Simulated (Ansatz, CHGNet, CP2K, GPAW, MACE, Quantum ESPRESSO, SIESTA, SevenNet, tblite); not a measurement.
# Quantum ESPRESSO on C(111) slab, H on the bottom face (99 atoms): settings against a plane-wave reference

Wanted: Quantum ESPRESSO inputs and outputs for C(111) slab, H on the bottom face (99 atoms), checked against a plane-wave reference.

Calculated with Quantum ESPRESSO 7.5; the method is named at each step.

## 1. Set-up

The cell holds 99 atoms: 90 C and 9 H. Cell: a = 7.567 Å, b = 7.567 Å, c = 21.842 Å, α = 90.0°, β = 90.0°, γ = 120.0°. It derives from C (diamond-structure). Diamond-structure C (a = 3.567 Å), (111) slab of 10 atomic planes, 3 x 3 surface cells, H on the broken bonds of the bottom face, 12 Å of vacuum; displaced by a Gaussian of 0.02 Å. Then every atom was moved at random, 0.03 Å r.m.s. a Cartesian component (hydrogen 0.6 of that). Regions: slab, 90 atoms (90 C); hydrogen, 9 atoms (9 H). Vacuum lies along c.

The yardstick, on the same geometry:

```
method                 : Kohn-Sham DFT, PBE, PAW, plane waves (Ansatz 0.2.0); cutoff 420 eV, Γ point, fermi-dirac smearing of 0.05 eV; PAW set soft_2
r.m.s. force component : 1.862 eV/Å
longest force          : 6.641 eV/Å
SCF cycles             : 25
time                   : 14 s on 4 threads of Intel Xeon 6975P-C (Granite Rapids), shared host
CPU time               : 47 s
```

## 2. PBE, sssp-1.3.0-efficiency, 45/360 Ry

Method: Kohn-Sham DFT, PBE, SSSP efficiency 1.3.0 pseudopotentials, plane waves.

The input, pw.in:

```
&control
  calculation = 'scf'
  pseudo_dir = './pseudo'
  outdir = './tmp'
  disk_io = 'none'
  tprnfor = .true.
/
&system
  ibrav = 0
  nat = 99
  ntyp = 2
  ecutwfc = 45
  ecutrho = 360
  nosym = .true.
  occupations = 'smearing'
  smearing = 'fd'
  degauss = 0.003675
/
&electrons
  conv_thr = 5.0e-07
  electron_maxstep = 100
  mixing_beta = 0.2
  mixing_mode = 'local-TF'
  diagonalization = 'david'
/
ATOMIC_SPECIES
C 12.011 C.upf
H 1.008 H.upf
CELL_PARAMETERS angstrom
7.56675 0.00000 0.00000
-3.78337 6.55300 0.00000
0.00000 0.00000 21.84249
ATOMIC_POSITIONS crystal
C 0.44636 0.89411 0.34786
C 0.33013 0.99984 0.32526
C 0.22707 0.77544 0.44035
C 0.44745 0.88750 0.42004
C 0.33636 0.00123 0.53707
C 0.23237 0.78501 0.51323
C 0.45634 0.89776 0.62978
C 0.33281 0.00496 0.60934
C 0.22779 0.77845 0.72427
C 0.44933 0.89462 0.70346
C 0.44464 0.55423 0.34876
C 0.33867 0.66938 0.32470
C 0.22001 0.44161 0.44576
C 0.44718 0.55315 0.41919
C 0.33619 0.67145 0.53821
C 0.22291 0.43784 0.51390
C 0.44463 0.55449 0.63259
C 0.32612 0.66530 0.60389
C 0.22412 0.44937 0.72313
C 0.43960 0.55281 0.69937
C 0.78039 0.88816 0.34731
C 0.66348 0.00142 0.32740
C 0.55356 0.77782 0.44353
C 0.77210 0.88303 0.41939
C 0.66589 0.00936 0.53981
C 0.54470 0.77735 0.51205
C 0.77352 0.89066 0.63134
C 0.67437 0.99733 0.60632
C 0.55949 0.78005 0.72349
C 0.77545 0.86972 0.70032
C 0.44563 0.21985 0.34777
C 0.33358 0.33958 0.32365
C 0.22086 0.11683 0.43764
C 0.43873 0.21910 0.41806
C 0.33673 0.33788 0.53510
C 0.23041 0.11308 0.51556
C 0.44657 0.22476 0.62875
C 0.33085 0.32916 0.61092
C 0.22357 0.11716 0.72571
C 0.44028 0.21216 0.70166
C 0.78342 0.55937 0.34943
C 0.66403 0.66589 0.32520
C 0.55072 0.44068 0.44206
C 0.77332 0.55323 0.41909
C 0.66162 0.66132 0.53533
C 0.55678 0.45034 0.51322
C 0.77853 0.56398 0.62969
C 0.68319 0.67264 0.60939
C 0.55745 0.44392 0.72489
C 0.77318 0.55025 0.69845
C 0.11189 0.88858 0.34600
C 0.00505 0.00088 0.32594
C 0.88352 0.77600 0.44250
C 0.11219 0.89400 0.41992
C 0.99893 0.99620 0.53720
C 0.88303 0.77797 0.51373
[... 39 atom lines left out ...]
H 0.00269 0.00272 0.27500
H 0.66980 0.33462 0.27428
H 0.99595 0.66303 0.27675
H 0.00341 0.33123 0.27640
K_POINTS gamma
```

Command:

```
$ OMP_NUM_THREADS=1 mpirun -np 4 pw.x -in pw.in > output.txt
```

Log:

```text
Program PWSCF
     gamma-point specific algorithms are used
     Message from routine set_sym_bl:
     NOTICE: Symmetry group for Bravais lattice is not a group (16) - symmetries are disabled
     one sub-group per band group will be used
     scalapack distributed-memory algorithm (size of sub-group:  2*  2 procs)
     Parallelization info
     sticks:   dense  smooth     PW     G-vecs:    dense   smooth      PW
     Min        1267     631    158               210743    74495    9326
     Max        1270     632    160               210766    74508    9344
     Sum        5077    2527    637               843033   298011   37349
     bravais-lattice index     =            0
     lattice parameter (alat)  =      14.2991  a.u.
     unit-cell volume          =    7308.8374 (a.u.)^3
     number of atoms/cell      =           99
     number of atomic types    =            2
     number of electrons       =       369.00
     number of Kohn-Sham states=          222
     kinetic-energy cutoff     =      45.0000  Ry
     charge density cutoff     =     360.0000  Ry
     scf convergence threshold =      5.0E-07
     mixing beta               =       0.2000
     number of iterations used =            8  local-TF  mixing
     Exchange-correlation= PBE
                           (   1   4   3   4   0   0   0)
     crystal axes: (cart. coord. in units of alat)
               a(1) = (   1.000000   0.000000   0.000000 )
               a(2) = (  -0.499999   0.866026   0.000000 )
               a(3) = (   0.000000   0.000000   2.886641 )
     reciprocal axes: (cart. coord. in units 2 pi/alat)
               b(1) = (  1.000000  0.577349 -0.000000 )
               b(2) = (  0.000000  1.154700  0.000000 )
               b(3) = (  0.000000 -0.000000  0.346423 )
     PseudoPot. # 1 for C :
     Pseudo is Projector augmented-wave + core cor, Zval =  4.0
     PseudoPot. # 2 for H :
     Pseudo is Ultrasoft, Zval =  1.0
     atomic species   valence    mass     pseudopotential
     C                 4.00    12.01100     C ( 1.00)
     H                 1.00     1.00800     H ( 1.00)
     No symmetry found
   Cartesian axes
     number of k points=     1  Fermi-Dirac smearing, width (Ry)=  0.0037
                       cart. coord. in units 2pi/alat
        k(    1) = (   0.0000000   0.0000000   0.0000000), wk =   2.0000000
     Dense  grid:   421517 G-vectors     FFT dimensions: (  90,  90, 250)
     Smooth grid:   149006 G-vectors     FFT dimensions: (  64,  64, 180)
     Check: negative core charge=   -0.000009
     Initial potential from superposition of free atoms
     starting charge     368.9962, renormalised to     369.0000
     negative rho (up, down):  1.005E-03 0.000E+00
     Starting wfcs are  369 randomized atomic wfcs
     Self-consistent Calculation
     iteration #  1     ecut=    45.00 Ry     beta= 0.20
     negative rho (up, down):  7.950E-06 0.000E+00
     total energy              =   -1668.51466350 Ry
     estimated scf accuracy    <       7.55654314 Ry
     iteration #  2     ecut=    45.00 Ry     beta= 0.20
     negative rho (up, down):  7.251E-07 0.000E+00
     total energy              =   -1668.15980500 Ry
     estimated scf accuracy    <       5.92631696 Ry
     iteration #  3     ecut=    45.00 Ry     beta= 0.20
     total energy              =   -1666.47875463 Ry
     estimated scf accuracy    <       4.47529324 Ry
     iteration #  4     ecut=    45.00 Ry     beta= 0.20
     total energy              =   -1666.75791405 Ry
     estimated scf accuracy    <       0.98640347 Ry
     iteration #  5     ecut=    45.00 Ry     beta= 0.20
     total energy              =   -1666.78795790 Ry
     estimated scf accuracy    <       0.42724889 Ry
     iteration #  6     ecut=    45.00 Ry     beta= 0.20
     total energy              =   -1666.78332270 Ry
     estimated scf accuracy    <       0.27648112 Ry
[...]
negative rho (up, down):  6.891E-08 0.000E+00
[...]
negative rho (up, down):  3.170E-06 0.000E+00
[...]
negative rho (up, down):  3.012E-05 0.000E+00
[...]
total energy              =   -1666.71601212 Ry
[...]
iteration # 49     ecut=    45.00 Ry     beta= 0.20
[...]
total energy              =   -1666.71601204 Ry
     estimated scf accuracy    <       0.00000166 Ry
     iteration # 50     ecut=    45.00 Ry     beta= 0.20
     negative rho (up, down):  2.018E-03 0.000E+00
     total energy              =   -1666.71601210 Ry
     estimated scf accuracy    <       0.00000058 Ry
     iteration # 51     ecut=    45.00 Ry     beta= 0.20
     negative rho (up, down):  1.842E-03 0.000E+00
     End of self-consistent calculation
          k = 0.0000 0.0000 0.0000 ( 18675 PWs)   bands (ev):
   -17.5415 -16.7650 -15.5449 -15.1271 -14.9574 -14.8817 -14.8129 -14.7339
   -14.6954 -14.2993 -14.2221 -14.0933 -14.0740 -13.9863 -13.9686 -13.9425
   -13.1403 -13.0360 -12.9001 -12.8205 -12.7874 -12.7034 -12.4010 -11.7053
   -11.5919 -11.5135 -11.4251 -11.3501 -11.3116 -10.5103 -10.4060 -10.3314
   -10.2903 -10.2471 -10.2349 -10.1742 -10.1477  -9.9581  -9.9336  -9.8385
    -9.7929  -9.6983  -9.5969  -8.9907  -8.8748  -8.6686  -8.0549  -7.8549
[...]
8.1011   8.1918   8.2746   8.3967   8.4654   8.8196   8.8574   8.9022
     9.0286   9.0736   9.1181   9.2454   9.3356   9.3738   9.4870   9.5348
     9.5665   9.6101   9.7307   9.7940   9.9407  10.0048  10.1487  10.2487
    10.3091  10.3289  10.3799  10.4272  10.5364  10.5929
     the Fermi energy is     4.6665 ev
!    total energy              =   -1666.71601192 Ry
     estimated scf accuracy    <       0.00000045 Ry
     smearing contrib. (-TS)   =      -0.03317718 Ry
     internal energy E=F+TS    =   -1666.68283474 Ry
     The total energy is F=E-TS. E is the sum of the following terms:
     one-electron contribution =  -17558.74351889 Ry
     hartree contribution      =    8937.72135656 Ry
     xc contribution           =    -427.00726590 Ry
     ewald contribution        =    7935.94295239 Ry
     one-center paw contrib.   =    -554.59635891 Ry
     convergence has been achieved in  51 iterations
     negative rho (up, down):  1.842E-03 0.000E+00
     Forces acting on atoms (cartesian axes, Ry/au):
     atom    1 type  1   force =     0.00338958   -0.06219060   -0.00295780
     atom    2 type  1   force =     0.05014821    0.01570292    0.04315910
     atom    3 type  1   force =    -0.05817058    0.07045943    0.07117664
     atom    4 type  1   force =    -0.03720613    0.02716085   -0.06485654
     atom    5 type  1   force =     0.02857666   -0.00181959   -0.00147625
     atom    6 type  1   force =    -0.10075672   -0.07803481   -0.00978386
[...]
atom   97 type  2   force =     0.00106292    0.00900542   -0.01217044
     atom   98 type  2   force =    -0.00713024    0.00102018   -0.05286091
     atom   99 type  2   force =    -0.00167425   -0.00547251   -0.08530410
     Total force =     1.249698     Total SCF correction =     0.001634
     Message from routine punch:
     Nothing written, as per user request (disk_io='none')
```

Wall time 3.4 min (4 MPI ranks of Intel Xeon 6975P-C (Granite Rapids), shared host); peak memory 2.7 GiB; 14 min of CPU time.

Banners, paths, timers and routine set-up lines are dropped from the logs unmarked, and long logs keep their key lines alone; longer cuts are marked.

Against the reference:

```
r.m.s. force component                  : 1.864 eV/Å
r.m.s. difference of force components   : 5.535 meV/Å
longest difference of force vectors     : 22.42 meV/Å
force difference over r.m.s. force      : 0.2972 %
slope of forces against the reference's : 1.001
correlation of force components         : 1
```

Length of the force difference by element (eV/Å):

```
element  atoms   mean   most
      C     90  0.007  0.021
      H      9  0.018  0.022
```

Local excerpt of 13 atoms (numbers count through the whole input) about C29, which has 3 bonded neighbours where the commonest count for C is 4; x, y, z are measured from there.

```csv
atom,x,y,z,distance (Å),bonds,Fx,Fy,Fz (eV/Å)
C29,0.00,0.00,0.00,0.00,3,-0.10,-1.81,-3.36
C30,1.29,0.59,-0.51,1.51,4,-3.02,4.26,4.13
C10,-1.27,0.75,-0.44,1.54,4,1.12,-2.56,3.15
C20,-0.05,-1.49,-0.53,1.58,4,0.70,0.68,5.91
C69,-1.24,2.09,0.05,2.43,3,-1.54,3.47,-3.75
C59,2.45,-0.03,0.07,2.45,3,2.28,-1.46,-3.80
C27,1.20,0.72,-2.01,2.45,4,3.59,-0.61,-1.70
C17,-0.02,-1.48,-1.99,2.48,4,0.30,0.03,-3.00
C89,1.28,2.14,0.03,2.49,3,-0.64,0.32,-3.29
C9,-2.50,-0.01,0.02,2.50,3,-1.58,0.29,-3.59
C7,-1.23,0.77,-2.05,2.51,4,-2.32,-2.11,-0.61
C19,-1.29,-2.17,-0.01,2.52,3,0.42,-0.99,-3.34
C49,1.26,-2.20,0.03,2.54,3,-0.06,-0.43,-4.13
```

Forces lie 0.30 % from the reference's, at 17 times its CPU time.

## 3. PBE, sssp-1.3.0-efficiency, 30/240 Ry

Method: Kohn-Sham DFT, PBE, SSSP efficiency 1.3.0 pseudopotentials, plane waves.

pw.in, as its differences from that of step 2:

```diff
@@ -11,4 +11,4 @@
   ntyp = 2
-  ecutwfc = 45
-  ecutrho = 360
+  ecutwfc = 30
+  ecutrho = 240
   nosym = .true.
```

Command:

```
$ OMP_NUM_THREADS=1 mpirun -np 2 pw.x -in pw.in > output.txt
```

Log:

```text
[banner, memory and clock lines left out]
Program PWSCF
     gamma-point specific algorithms are used
     Message from routine set_sym_bl:
     NOTICE: Symmetry group for Bravais lattice is not a group (16) - symmetries are disabled
[... lines left out ...]
     total energy              =   -1667.69647633 Ry
[... lines left out ...]
     total energy              =   -1667.32330429 Ry
[... lines left out ...]
     total energy              =   -1665.70124672 Ry
[... lines left out ...]
     total energy              =   -1665.91567589 Ry
[... lines left out ...]
     total energy              =   -1665.91567588 Ry
[... lines left out ...]
     the Fermi energy is     4.6912 ev
!    total energy              =   -1665.91567552 Ry
[... lines left out ...]
     The total energy is F=E-TS. E is the sum of the following terms:
     one-electron contribution =  -17557.02775970 Ry
     hartree contribution      =    8936.76104417 Ry
     xc contribution           =    -426.88071092 Ry
     ewald contribution        =    7935.94294935 Ry
     one-center paw contrib.   =    -554.67806074 Ry
     convergence has been achieved in  48 iterations
     negative rho (up, down):  5.617E-03 0.000E+00
     Forces acting on atoms (cartesian axes, Ry/au):
     atom    1 type  1   force =     0.00396979   -0.06085663   -0.00453348
     atom    2 type  1   force =     0.04922353    0.01530526    0.04930207
     atom    3 type  1   force =    -0.05555074    0.06899756    0.06955382
[...]
atom   98 type  2   force =    -0.00714229    0.00086801   -0.05825220
     atom   99 type  2   force =    -0.00165527   -0.00564593   -0.09162807
     Total force =     1.230131     Total SCF correction =     0.000899
     Message from routine punch:
     Nothing written, as per user request (disk_io='none')
```

It took 3.5 min on 2 MPI ranks; peak memory 1.5 GiB; 6.9 min of CPU time.

Numbers from this run, and their distance from the reference:

* r.m.s. force component: 1.835 eV/Å
* r.m.s. difference of force components: 53.98 meV/Å
* longest difference of force vectors: 184 meV/Å
* force difference over r.m.s. force: 2.898 %
* slope of forces against the reference's: 0.9851
* correlation of force components: 0.9997
* energy less the same-level run's: 110 meV/atom
* r.m.s. force difference from the same-level run: 54.71 meV/Å

This is a coarse setting, run to see what it loses.

Against the first run (0.30 %), the force difference from the reference is 2.9 %, at 0.51 times the CPU time (on 2 against 4 cores): the cutoff matters here.

## 4. Side by side

Differences are against the plane-wave reference, forces as r.m.s. over components; share is that over the reference's r.m.s. force, slope the least-squares factor from reference forces to these. Total energies of different programs have different zeros and aren't compared.

```csv
run,"Δ force, r.m.s. (meV/Å)",share (%),slope,cores,CPU time,memory (GiB)
reference,-,-,-,4,47 s,1.3
"QE PBE, sssp-1.3.0-efficiency, 45/360 Ry",5.54,0.297,1.001,4,14 min,2.7
"QE PBE, sssp-1.3.0-efficiency, 30/240 Ry (coarse)",54.0,2.90,0.985,2,6.9 min,1.5
```

Rows marked coarse were listed beforehand as settings not expected to be converged; some can still land near the reference.

CPU time is summed over cores on a shared host, where runs went side by side, so it is rough. Symmetry, cutoffs, thresholds, outputs and thread counts weren't matched or tuned between programs; memory under MPI is the largest rank's times the ranks.

Within one program, basis, potentials and functional, energies share a zero. Each run against its twin at the usual cutoff or grid and solver:

```csv
run,twin,Δ energy (meV/atom),"Δ force, r.m.s. (meV/Å)",CPU time over the twin's
"QE PBE, sssp-1.3.0-efficiency, 30/240 Ry","sssp-1.3.0-efficiency, 45/360 Ry",110,54.7,0.51 (this twin ran on 4 cores)
```

A second geometry, displaced anew (every atom was moved at random, 0.04 Å r.m.s. a Cartesian component (hydrogen 0.6 of that)), gives an energy difference that all programs can be tested on. The reference puts it at 41.79 meV/atom.

| run | energy less the first geometry's (meV/atom) | error (meV/atom) | force share at the second geometry (%) |
| --- | --- | --- | --- |
| QE PBE, sssp-1.3.0-efficiency, 45/360 Ry | 41.80 | 0.0151 | 0.281 |
| QE PBE, sssp-1.3.0-efficiency, 30/240 Ry | 40.89 | -0.894 | 2.76 |

## 5. Summary of results

| Property | Result |
| --- | --- |
| nearest in forces | QE PBE, sssp-1.3.0-efficiency, 45/360 Ry, 0.30 % |
| its CPU time | 14 min |

In words: PBE on plane waves or a grid with other potentials, cutoffs or grids, coarse settings apart, differs from the reference by 0.30 % (QE PBE, sssp-1.3.0-efficiency, 45/360 Ry) of the r.m.s. force; this holds the reference's own error, so differences of a few per cent don't tell which side is nearer the exact PBE result (QE's 45 Ry are 612 eV, against the reference's 420 eV). Runs with settings chosen to be coarse differ by 2.9 % (QE PBE, sssp-1.3.0-efficiency, 30/240 Ry), their programs' other errors included. None of the electronic-structure runs in the table takes under half the reference's CPU time of 47 s; they take 8.9 to 17 times as much. The energy difference between the two geometries, 41.8 meV/atom in the reference, is met best by QE PBE, sssp-1.3.0-efficiency, 45/360 Ry (+0.0151) and worst by QE PBE, sssp-1.3.0-efficiency, 30/240 Ry (coarse) (-0.894). The electron count is odd in these runs, and they have no spin polarisation, so the unpaired electron is spread evenly over both spins. The runs have no spin polarisation, so any moments at edges, vacancies or dangling bonds can't form. The electron count is odd and the run has no spin polarisation, so levels at the top are partly filled by construction. The electronic-structure runs sample only Γ, in a cell whose shortest periodic width is 7 Å, which is coarse for a cell with partly filled levels.

[Also dropped from logs without a mark: logging warnings of Python, and SIESTA's first energy breakdown and zero terms.]

[Logs are printed without paths, hosts, clocks, repeated set-up lines and the standing remarks that a program may print on its own settings, such as how far it seeks lower states.]

[Hosts, paths, dates, database ids (printed as entryN), source tags and the programs' standing remarks are cut or masked in the printed files.]
